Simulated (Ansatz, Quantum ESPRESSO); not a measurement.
# 1T-SrBrI, 1 layer in an electric field, part 3 of 6

How does 1T-SrBrI, 1 layer respond to a gate-like field without added charge?

Quantum ESPRESSO 7.5; plane-wave DFT, vdW-DF-cx, GBRV ultrasoft pseudopotentials made under PBE; geometry and cross-check by Ansatz 0.2.0 with PAW datasets.

So far. Step 3 (Self-consistent run: no field): The run needed 10 iterations to bring the estimated error under 1e-09 Ry; the largest force on any atom, held or free, is 0.12 eV/Å. Step 4 (Potential by pp.x): The vacuum is flat to 0.1 meV/Å, so its level is well defined. Inside the slab the curve depends on the local part of the pseudopotentials; only the vacuum level has a meaning of its own.

**5. Bands along a path: no field**

A bands run reads the converged density and follows the path given under K_POINTS.

f0.bands.in reads:

```
&control
  prefix = 'f0.bands'
  outdir = './out'
  pseudo_dir = './pseudo'
  calculation = 'bands'
  tefield = .true.
  dipfield = .true.
/
&system
  ibrav = 0
  nat = 3
  ntyp = 3
  ecutwfc = 40
  ecutrho = 200
  input_dft = 'vdw-df-cx'
  occupations = 'smearing'
  smearing = 'fd'
  degauss = 0.004
  edir = 3
  emaxpos = 0.97
  eopreg = 0.04
  eamp = 0.0
  nbnd = 18
/
&electrons
  conv_thr = 1e-07
  mixing_beta = 0.4
  electron_maxstep = 120
  mixing_mode = 'local-TF'
/
ATOMIC_SPECIES
  I   126.9045  i_pbe_v1.uspp.F.UPF
  Sr  87.6200  sr_pbe_v1.uspp.F.UPF
  Br  79.9040  br_pbe_v1.4.uspp.F.UPF
CELL_PARAMETERS angstrom
  4.70785471547498 0.00000000000000 0.00000000000000
  -2.35392735773749 4.07712178092769 -0.00000000000000
  0.00000000000000 0.00000000000000 20.79047071930000
ATOMIC_POSITIONS crystal
  I   0.666666666667 0.333333333333 0.418771664607
  Sr  0.000000000000 -0.000000000000 0.508472997605
  Br  0.333333333333 0.666666666667 0.580392161288
K_POINTS crystal_b
4
  0.0000000000 0.0000000000 0.0000000000 14
  0.5000000000 0.0000000000 0.0000000000 14
  0.3333333333 0.3333333333 0.0000000000 14
  0.0000000000 0.0000000000 0.0000000000 1
```

The run is started by

```sh
$ cp -r out/f0.save out/f0.bands.save
$ cp out/f0.xml out/f0.bands.xml
$ OMP_NUM_THREADS=1 mpirun -n 4 pw.x -nk 4 -in f0.bands.in > f0.bands.out
```

What it wrote:

```text
[banner, memory and clock lines left out]
Program PWSCF v.7.5 starts

          URL

     Presently no symmetry can be used with electric field

     IMPORTANT: XC functional enforced from input :
     Exchange-correlation= VDW-DF-CX
                           (   1   4  27   0   1   0   0)
     Any further DFT definition will be discarded
     Please, verify this is what you really want

     Atomic positions and unit cell read from directory:
     ./out/f0.bands.save/

     G-vector sticks info

     bravais-lattice index     =            0
     lattice parameter (alat)  =       8.8966  a.u.
     unit-cell volume          =    2693.0081 (a.u.)^3
     number of atoms/cell      =            3
     number of atomic types    =            3
     number of electrons       =        24.00
     number of Kohn-Sham states=           18
     kinetic-energy cutoff     =      40.0000  Ry
     charge density cutoff     =     200.0000  Ry
     Exchange-correlation= VDW-DF-CX
                           (   1   4  27   0   1   0   0)

     celldm(1)=   8.896556  celldm(2)=   0.000000  celldm(3)=   0.000000
     celldm(4)=   0.000000  celldm(5)=   0.000000  celldm(6)=   0.000000

     crystal axes: (cart. coord. in units of alat)
               a(1) = (   1.000000   0.000000   0.000000 )
               a(2) = (  -0.500000   0.866025  -0.000000 )
               a(3) = (   0.000000   0.000000   4.416124 )

     reciprocal axes: (cart. coord. in units 2 pi/alat)
               b(1) = (  1.000000  0.577350 -0.000000 )
               b(2) = (  0.000000  1.154701  0.000000 )
               b(3) = ( -0.000000  0.000000  0.226443 )

     PseudoPot. # 1 for I  read from file:
     ./pseudo/i_pbe_v1.uspp.F.UPF
     Pseudo is Ultrasoft + core correction, Zval =  7.0
     Generated by new atomic code, or converted to UPF format
     Using radial grid of  893 points,  6 beta functions with:
                l(1) =   0
                l(2) =   0
                l(3) =   1
                l(4) =   1
                l(5) =   2
                l(6) =   2
     Q(r) pseudized with  8 coefficients,  rinner =    1.500   1.500   1.500
                                                       1.500   1.500

     PseudoPot. # 2 for Sr read from file:
     ./pseudo/sr_pbe_v1.uspp.F.UPF
     Pseudo is Ultrasoft + core correction, Zval = 10.0
     Generated by new atomic code, or converted to UPF format
     Using radial grid of  883 points,  6 beta functions with:
                l(1) =   0
                l(2) =   0
                l(3) =   1
                l(4) =   1
                l(5) =   2
                l(6) =   2
     Q(r) pseudized with  6 coefficients,  rinner =    1.400   1.400   1.400
                                                       1.400   1.400

     PseudoPot. # 3 for Br read from file:
     ./pseudo/br_pbe_v1.4.uspp.F.UPF
     Pseudo is Ultrasoft + core correction, Zval =  7.0
     Generated by new atomic code, or converted to UPF format
     Using radial grid of  879 points,  6 beta functions with:
                l(1) =   0
                l(2) =   0
                l(3) =   1
                l(4) =   1
                l(5) =   2
                l(6) =   2
     Q(r) pseudized with  8 coefficients,  rinner =    1.100   1.100   1.100
                                                       1.100   1.100

     atomic species   valence    mass     pseudopotential
     I                 7.00   126.90450     I ( 1.00)
     Sr               10.00    87.62000     Sr( 1.00)
     Br                7.00    79.90400     Br( 1.00)

     No symmetry found

   Cartesian axes

     site n.     atom                  positions (alat units)
         1        I      tau(   1) = (   0.5000000   0.2886751   1.8493476  )
         2        Sr     tau(   2) = (   0.0000000   0.0000000   2.2454799  )
         3        Br     tau(   3) = (  -0.0000000   0.5773503   2.5630838  )

     number of k points=    43  Fermi-Dirac smearing, width (Ry)=  0.0040
                       cart. coord. in units 2pi/alat
        k(    1) = (   0.0000000   0.0000000   0.0000000), wk =   0.0465116
        k(    2) = (   0.0357143   0.0206197   0.0000000), wk =   0.0465116
        k(    3) = (   0.0714286   0.0412393   0.0000000), wk =   0.0465116
        k(    4) = (   0.1071429   0.0618590   0.0000000), wk =   0.0465116
        k(    5) = (   0.1428571   0.0824786   0.0000000), wk =   0.0465116
        k(    6) = (   0.1785714   0.1030983   0.0000000), wk =   0.0465116
        k(    7) = (   0.2142857   0.1237179   0.0000000), wk =   0.0465116
        k(    8) = (   0.2500000   0.1443376   0.0000000), wk =   0.0465116
        k(    9) = (   0.2857143   0.1649572   0.0000000), wk =   0.0465116
        k(   10) = (   0.3214286   0.1855769   0.0000000), wk =   0.0465116
        k(   11) = (   0.3571429   0.2061965   0.0000000), wk =   0.0465116
        k(   12) = (   0.3928571   0.2268162   0.0000000), wk =   0.0465116
        k(   13) = (   0.4285714   0.2474358   0.0000000), wk =   0.0465116
        k(   14) = (   0.4642857   0.2680555   0.0000000), wk =   0.0465116
        k(   15) = (   0.5000000   0.2886751   0.0000000), wk =   0.0465116
        k(   16) = (   0.4880952   0.3092948   0.0000000), wk =   0.0465116
        k(   17) = (   0.4761905   0.3299144   0.0000000), wk =   0.0465116
        k(   18) = (   0.4642857   0.3505341   0.0000000), wk =   0.0465116
        k(   19) = (   0.4523810   0.3711537   0.0000000), wk =   0.0465116
        k(   20) = (   0.4404762   0.3917734   0.0000000), wk =   0.0465116
        k(   21) = (   0.4285714   0.4123930   0.0000000), wk =   0.0465116
        k(   22) = (   0.4166667   0.4330127   0.0000000), wk =   0.0465116
        k(   23) = (   0.4047619   0.4536324   0.0000000), wk =   0.0465116
        k(   24) = (   0.3928571   0.4742520   0.0000000), wk =   0.0465116
        k(   25) = (   0.3809524   0.4948717   0.0000000), wk =   0.0465116
        k(   26) = (   0.3690476   0.5154913   0.0000000), wk =   0.0465116
        k(   27) = (   0.3571429   0.5361110   0.0000000), wk =   0.0465116
        k(   28) = (   0.3452381   0.5567306   0.0000000), wk =   0.0465116
        k(   29) = (   0.3333333   0.5773503   0.0000000), wk =   0.0465116
        k(   30) = (   0.3095238   0.5361110   0.0000000), wk =   0.0465116
        k(   31) = (   0.2857143   0.4948717   0.0000000), wk =   0.0465116
        k(   32) = (   0.2619048   0.4536324   0.0000000), wk =   0.0465116
        k(   33) = (   0.2380952   0.4123930   0.0000000), wk =   0.0465116
        k(   34) = (   0.2142857   0.3711537   0.0000000), wk =   0.0465116
        k(   35) = (   0.1904762   0.3299144   0.0000000), wk =   0.0465116
[...]
-37.8068 -19.9416 -19.8655 -19.8201 -17.1331 -14.5129  -5.9827  -5.5411
    -5.4286  -4.9159  -4.4347  -4.3895   0.5834   1.8146   1.9829   2.2988
     2.3281   2.8189

          k = 0.3929 0.2268 0.0000 ( 11488 PWs)   bands (ev):

   -37.8066 -19.9518 -19.8621 -19.8216 -17.1271 -14.5025  -6.0304  -5.5290
    -5.4275  -4.9291  -4.4650  -4.4115   0.5431   1.9493   2.0933   2.3750
     2.4255   2.9889

          k = 0.4286 0.2474 0.0000 ( 11508 PWs)   bands (ev):

   -37.8064 -19.9597 -19.8593 -19.8228 -17.1228 -14.4945  -6.0681  -5.5198
    -5.4269  -4.9334  -4.4899  -4.4276   0.5132   2.0158   2.2147   2.4357
     2.5300   3.1124

          k = 0.4643 0.2681 0.0000 ( 11522 PWs)   bands (ev):

   -37.8063 -19.9646 -19.8574 -19.8235 -17.1201 -14.4895  -6.0923  -5.5138
    -5.4266  -4.9342  -4.5063  -4.4375   0.4949   2.0440   2.2748   2.5334
     2.6003   3.1642

          k = 0.5000 0.2887 0.0000 ( 11492 PWs)   bands (ev):

   -37.8062 -19.9663 -19.8568 -19.8237 -17.1193 -14.4877  -6.1006  -5.5117
    -5.4265  -4.9342  -4.5119  -4.4408   0.4888   2.0514   2.2900   2.5839
     2.6253   3.1810

          k = 0.4881 0.3093 0.0000 ( 11510 PWs)   bands (ev):

   -37.8062 -19.9660 -19.8568 -19.8243 -17.1191 -14.4876  -6.0985  -5.5129
    -5.4272  -4.9333  -4.5135  -4.4442   0.4975   2.0494   2.2790   2.5738
     2.6545   3.1353

          k = 0.4762 0.3299 0.0000 ( 11519 PWs)   bands (ev):

   -37.8062 -19.9650 -19.8567 -19.8259 -17.1186 -14.4871  -6.0921  -5.5167
    -5.4291  -4.9306  -4.5185  -4.4537   0.5232   2.0419   2.2527   2.5683
     2.7106   3.0877

          k = 0.4643 0.3505 0.0000 ( 11517 PWs)   bands (ev):

   -37.8062 -19.9635 -19.8565 -19.8285 -17.1178 -14.4864  -6.0816  -5.5236
    -5.4317  -4.9263  -4.5287  -4.4668   0.5650   2.0259   2.2225   2.5758
     2.7737   3.0448

          k = 0.4524 0.3712 0.0000 ( 11519 PWs)   bands (ev):

   -37.8061 -19.9613 -19.8564 -19.8321 -17.1167 -14.4854  -6.0672  -5.5339
    -5.4342  -4.9207  -4.5464  -4.4800   0.6215   1.9996   2.1940   2.5984
     2.8271   3.0160

          k = 0.4405 0.3918 0.0000 ( 11515 PWs)   bands (ev):

   -37.8061 -19.9586 -19.8561 -19.8364 -17.1154 -14.4841  -6.0492  -5.5479
    -5.4361  -4.9142  -4.5720  -4.4909   0.6907   1.9648   2.1658   2.6387
     2.8456   3.0231

          k = 0.4286 0.4124 0.0000 ( 11529 PWs)   bands (ev):

   -37.8061 -19.9555 -19.8559 -19.8415 -17.1140 -14.4827  -6.0278  -5.5657
    -5.4373  -4.9070  -4.6034  -4.5000   0.7706   1.9243   2.1350   2.6977
     2.8260   3.0673

          k = 0.4167 0.4330 0.0000 ( 11551 PWs)   bands (ev):

   -37.8060 -19.9520 -19.8556 -19.8470 -17.1125 -14.4812  -6.0036  -5.5869
    -5.4377  -4.8994  -4.6375  -4.5081   0.8590   1.8802   2.1006   2.7731
     2.7944   3.1228

          k = 0.4048 0.4536 0.0000 ( 11557 PWs)   bands (ev):

   -37.8060 -19.9483 -19.8553 -19.8528 -17.1110 -14.4796  -5.9771  -5.6111
    -5.4375  -4.8918  -4.6718  -4.5158   0.9539   1.8330   2.0631   2.7600
     2.8664   3.1741

          k = 0.3929 0.4743 0.0000 ( 11549 PWs)   bands (ev):

   -37.8059 -19.9445 -19.8586 -19.8550 -17.1095 -14.4780  -5.9487  -5.6379
    -5.4368  -4.8842  -4.7043  -4.5232   1.0531   1.7828   2.0238   2.7335
     2.9683   3.2122

          k = 0.3810 0.4949 0.0000 ( 11563 PWs)   bands (ev):

   -37.8059 -19.9409 -19.8641 -19.8548 -17.1082 -14.4764  -5.9192  -5.6666
    -5.4359  -4.8767  -4.7334  -4.5300   1.1545   1.7300   1.9832   2.7151
     3.0755   3.2323

          k = 0.3690 0.5155 0.0000 ( 11555 PWs)   bands (ev):

   -37.8059 -19.9376 -19.8690 -19.8546 -17.1071 -14.4751  -5.8892  -5.6965
    -5.4348  -4.8696  -4.7581  -4.5361   1.2558   1.6754   1.9426   2.7053
     3.1788   3.2379

          k = 0.3571 0.5361 0.0000 ( 11557 PWs)   bands (ev):

   -37.8058 -19.9350 -19.8728 -19.8544 -17.1062 -14.4741  -5.8597  -5.7264
    -5.4337  -4.8631  -4.7775  -4.5409   1.3535   1.6202   1.9041   2.7025
     3.2244   3.2801

          k = 0.3452 0.5567 0.0000 ( 11557 PWs)   bands (ev):

   -37.8058 -19.9333 -19.8752 -19.8544 -17.1057 -14.4734  -5.8331  -5.7537
    -5.4329  -4.8579  -4.7904  -4.5440   1.4412   1.5660   1.8728   2.7036
     3.2198   3.3446

          k = 0.3333 0.5774 0.0000 ( 11511 PWs)   bands (ev):

   -37.8058 -19.9328 -19.8760 -19.8543 -17.1055 -14.4731  -5.8191  -5.7680
    -5.4326  -4.8559  -4.7951  -4.5451   1.4974   1.5242   1.8591   2.7047
     3.2174   3.3688

          k = 0.3095 0.5361 0.0000 ( 11547 PWs)   bands (ev):

   -37.8058 -19.9343 -19.8734 -19.8544 -17.1063 -14.4743  -5.8538  -5.7307
    -5.4344  -4.8628  -4.7782  -4.5401   1.4084   1.5432   1.9243   2.6982
     3.2056   3.2982

          k = 0.2857 0.4949 0.0000 ( 11547 PWs)   bands (ev):

   -37.8059 -19.9369 -19.8681 -19.8538 -17.1088 -14.4781  -5.8924  -5.6814
    -5.4407  -4.8752  -4.7376  -4.5246   1.3169   1.4893   2.0411   2.6865
     3.0236   3.2607

          k = 0.2619 0.4536 0.0000 ( 11557 PWs)   bands (ev):

   -37.8061 -19.9376 -19.8651 -19.8501 -17.1132 -14.4849  -5.9149  -5.6373
    -5.4506  -4.8868  -4.6822  -4.4991   1.2340   1.4300   2.1001   2.6597
     2.7906   3.1943

          k = 0.2381 0.4124 0.0000 ( 11523 PWs)   bands (ev):

   -37.8063 -19.9353 -19.8660 -19.8432 -17.1193 -14.4946  -5.9185  -5.6016
    -5.4611  -4.8942  -4.6168  -4.4662   1.1601   1.3875   2.0558   2.5289
     2.6292   3.0742

          k = 0.2143 0.3712 0.0000 ( 11515 PWs)   bands (ev):

   -37.8067 -19.9296 -19.8687 -19.8357 -17.1272 -14.5070  -5.9044  -5.5791
    -5.4672  -4.8910  -4.5460  -4.4298   1.0982   1.3642   1.9059   2.3515
     2.5110   2.8475

          k = 0.1905 0.3299 0.0000 ( 11513 PWs)   bands (ev):

   -37.8070 -19.9213 -19.8715 -19.8286 -17.1367 -14.5214  -5.8764  -5.5739
    -5.4651  -4.8690  -4.4735  -4.3944   1.0519   1.3523   1.7036   2.1542
     2.4323   2.6314

          k = 0.1667 0.2887 0.0000 ( 11491 PWs)   bands (ev):

   -37.8074 -19.9130 -19.8719 -19.8225 -17.1476 -14.5369  -5.8403  -5.5827
    -5.4579  -4.8205  -4.4024  -4.3645   1.0233   1.3194   1.5224   1.9654
     2.3359   2.4376

          k = 0.1429 0.2474 0.0000 ( 11483 PWs)   bands (ev):

   -37.8079 -19.9086 -19.8664 -19.8174 -17.1595 -14.5526  -5.8047  -5.5954
    -5.4513  -4.7430  -4.3432  -4.3352   1.0109   1.1888   1.4506   1.8090
     2.1932   2.2524

          k = 0.1190 0.2062 0.0000 ( 11471 PWs)   bands (ev):

   -37.8083 -19.9097 -19.8546 -19.8132 -17.1718 -14.5675  -5.7824  -5.5966
    -5.4477  -4.6421  -4.3308  -4.2742   0.9641   1.0588   1.4330   1.6963
     2.0076   2.0916

          k = 0.0952 0.1650 0.0000 ( 11489 PWs)   bands (ev):

   -37.8087 -19.9134 -19.8401 -19.8099 -17.1837 -14.5808  -5.7833  -5.5744
    -5.4472  -4.5353  -4.3202  -4.2215   0.7932   1.0709   1.4110   1.6232
     1.8067   1.9754

          k = 0.0714 0.1237 0.0000 ( 11483 PWs)   bands (ev):

   -37.8090 -19.9176 -19.8260 -19.8075 -17.1944 -14.5918  -5.8001  -5.5355
    -5.4488  -4.4614  -4.2848  -4.1789   0.6189   1.1161   1.3787   1.5597
     1.6566   1.8868

          k = 0.0476 0.0825 0.0000 ( 11465 PWs)   bands (ev):

   -37.8092 -19.9211 -19.8145 -19.8058 -17.2030 -14.6000  -5.8194  -5.4949
    -5.4511  -4.4455  -4.2117  -4.1476   0.4698   1.1764   1.3341   1.4812
     1.5965   1.8172

          k = 0.0238 0.0412 0.0000 ( 11455 PWs)   bands (ev):

   -37.8094 -19.9235 -19.8070 -19.8048 -17.2084 -14.6050  -5.8334  -5.4648
    -5.4530  -4.4521  -4.1468  -4.1285   0.3674   1.2385   1.2886   1.4290
     1.5760   1.7662

          k = 0.0000 0.0000 0.0000 ( 11485 PWs)   bands (ev):

   -37.8095 -19.9243 -19.8045 -19.8044 -17.2103 -14.6067  -5.8384  -5.4537
    -5.4537  -4.4564  -4.1221  -4.1221   0.3307   1.2699   1.2699   1.4082
     1.5702   1.7459

     XML data file, pseudopotentials, collected wavefunctions

                                        0.00s GPU  (     574 calls)

Note: The following floating-point exceptions are signalling: IEEE_UNDERFLOW_FLAG
Note: The following floating-point exceptions are signalling: IEEE_UNDERFLOW_FLAG
Note: The following floating-point exceptions are signalling: IEEE_UNDERFLOW_FLAG
Note: The following floating-point exceptions are signalling: IEEE_UNDERFLOW_FLAG
[key lines of the parts left out:]
Dipole field          0.0003 Ry au,
```

Wall time 1.7 min (4 MPI ranks of Arm Neoverse N1, shared host); peak memory 1.3 GiB.

Band numbers count within the set of bands kept for display. Electronic bands along the path, in eV, zero at the highest filled level of the SCF mesh; v1 is the highest filled band, c1 the lowest empty one:

```
  point     v4     v3     v2     v1    c1    c2    c3    c4
      Γ  -1.33  -0.33   0.00   0.00  4.45  5.39  5.39  5.53
halfway  -1.31  -0.64  -0.23  -0.17  4.86  5.42  5.89  5.99
      M  -1.30  -0.81  -0.39  -0.32  4.61  6.17  6.41  6.71
halfway  -1.32  -0.78  -0.52  -0.39  4.98  6.00  6.22  6.90
      K  -1.31  -0.73  -0.67  -0.42  5.62  5.65  5.98  6.83
halfway  -1.34  -0.70  -0.28  -0.24  5.15  5.44  5.64  6.09
      Γ  -1.33  -0.33   0.00   0.00  4.45  5.39  5.39  5.53
```

Along this path the valence top lies at Γ and the conduction bottom at Γ.

**6. Ground state: field 0.1 V/Å**

eamp is the field in Hartree atomic units (1 a.u. = 51.42 V/Å). With dipfield on, it is the field in the vacuum beside an isolated sheet. The run starts from the density of the one before.

f1.in reads:

```
&control
  prefix = 'f1'
  outdir = './out'
  pseudo_dir = './pseudo'
  calculation = 'scf'
  tprnfor = .true.
  tefield = .true.
  dipfield = .true.
/
&system
  ibrav = 0
  nat = 3
  ntyp = 3
  ecutwfc = 40
  ecutrho = 200
  input_dft = 'vdw-df-cx'
  occupations = 'smearing'
  smearing = 'fd'
  degauss = 0.004
  edir = 3
  emaxpos = 0.97
  eopreg = 0.04
  eamp = 0.00194469
/
&electrons
  conv_thr = 1e-09
  mixing_beta = 0.4
  electron_maxstep = 120
  mixing_mode = 'plain'
  startingpot = 'file'
/
ATOMIC_SPECIES
  I   126.9045  i_pbe_v1.uspp.F.UPF
  Sr  87.6200  sr_pbe_v1.uspp.F.UPF
  Br  79.9040  br_pbe_v1.4.uspp.F.UPF
CELL_PARAMETERS angstrom
  4.70785471547498 0.00000000000000 0.00000000000000
  -2.35392735773749 4.07712178092769 -0.00000000000000
  0.00000000000000 0.00000000000000 20.79047071930000
ATOMIC_POSITIONS crystal
  I   0.666666666667 0.333333333333 0.418771664607
  Sr  0.000000000000 -0.000000000000 0.508472997605
  Br  0.333333333333 0.666666666667 0.580392161288
K_POINTS automatic
  6 6 1 0 0 0
```

The run is started by

```sh
$ cp -r out/f0.save out/f1.save
$ OMP_NUM_THREADS=1 mpirun -n 4 pw.x -nk 2 -in f1.in > f1.out
```

What it wrote:

```text
[banner, memory and clock lines left out]
Program PWSCF v.7.5 starts
[...]
number of electrons       =        24.00
     number of Kohn-Sham states=           16
     kinetic-energy cutoff     =      40.0000  Ry
     charge density cutoff     =     200.0000  Ry
[...]
number of k points=    20  Fermi-Dirac smearing, width (Ry)=  0.0040
[...]
Dense  grid:   128271 G-vectors     FFT dimensions: (  45,  45, 180)
[...]
The initial density is read from file :
[...]
negative rho (up, down):  6.782E-02 0.000E+00
[...]
Starting wfcs are   21 randomized atomic wfcs
[...]
negative rho (up, down):  6.782E-02 0.000E+00
[...]
estimated scf accuracy    <       0.00179217 Ry
[...]
negative rho (up, down):  6.783E-02 0.000E+00
[...]
estimated scf accuracy    <       0.00049620 Ry
[...]
negative rho (up, down):  6.783E-02 0.000E+00
[...]
estimated scf accuracy    <       0.00000519 Ry
[...]
negative rho (up, down):  6.783E-02 0.000E+00
[...]
estimated scf accuracy    <       0.00000116 Ry
[...]
negative rho (up, down):  6.783E-02 0.000E+00
[...]
estimated scf accuracy    <       0.00000009 Ry
[...]
negative rho (up, down):  6.783E-02 0.000E+00
[...]
estimated scf accuracy    <       0.00000001 Ry
[...]
negative rho (up, down):  6.783E-02 0.000E+00
[...]
Computed dipole along edir(3) :
        Dipole                0.1591 Ry au,          0.4044 Debye
        Dipole field          0.0007 Ry au,
        E field amplitude [Ha a.u.]:  1.9447E-03
        Potential amp.        0.0907 Ry
        Total length         37.7168 bohr
[...]
the Fermi energy is    -1.9608 ev
!    total energy              =    -182.53396174 Ry
     estimated scf accuracy    <          5.1E-10 Ry
     smearing contrib. (-TS)   =       0.00000000 Ry
     internal energy E=F+TS    =    -182.53396174 Ry
[...]
one-electron contribution =    -429.61960748 Ry
     hartree contribution      =     216.65543571 Ry
     xc contribution           =     -92.33512656 Ry
     ewald contribution        =     122.76583726 Ry
     electric field correction =      -0.00050067 Ry
     convergence has been achieved in   7 iterations
     negative rho (up, down):  6.783E-02 0.000E+00
[...]
Total force =     0.006432     Total SCF correction =     0.000064
[...]
```

It took 80 s on 4 MPI ranks; peak memory 0.67 GiB.

This step gave:

| Item | Value |
| --- | --- |
| free energy | -2483.5011 eV |
| Fermi energy | -1.961 eV |
| dipole along the normal | 0.08419 e·Å |
| valence top, on the run's zero | -4.148 eV |
| conduction bottom, on the run's zero | 0.3635 eV |
| gap by band count | 4.511 eV |

The dipole goes from 0.0363 to 0.0842 e Å, 0.4793 e Å per V/Å.

**7. Electrostatic potential**

f1.pot.in reads:

```
&inputpp
  prefix = 'f1'
  outdir = './out'
  filplot = 'f1.pot.dat'
  plot_num = 11
/
```

The run is started by

```sh
$ OMP_NUM_THREADS=1 mpirun -n 4 pp.x -in f1.pot.in > f1.pot.out
```

Elapsed: 34 s, on 4 MPI ranks; peak memory 0.23 GiB.

Numbers from this step:

| Quantity | Value |
| --- | --- |
| slope of the potential above | 0.09999 eV/Å |
| upper vacuum line continued to the top atoms, over the valence top | 6.777 eV |
| slope of the potential below | 0.09997 eV/Å |
| lower vacuum line continued to the bottom atoms, over the valence top | 7.234 eV |

The slope in the vacuum is 0.100 eV/Å for an applied 0.10 V/Å, as it should be.

(Part 3 of 6 ends here.)

[Logs are printed without paths, hosts, clocks, repeated set-up lines and the standing remarks that a program may print on its own settings, such as how far it seeks lower states.]

[Hosts, paths, dates, database ids (printed as entryN), source tags and the programs' standing remarks are cut or masked in the printed files.]

[Maps of the electrostatic potential energy from Ansatz leave out the sawtooth potential of an applied field or a dipole correction, so their vacuum need not be flat; planar profiles and work functions include it.]
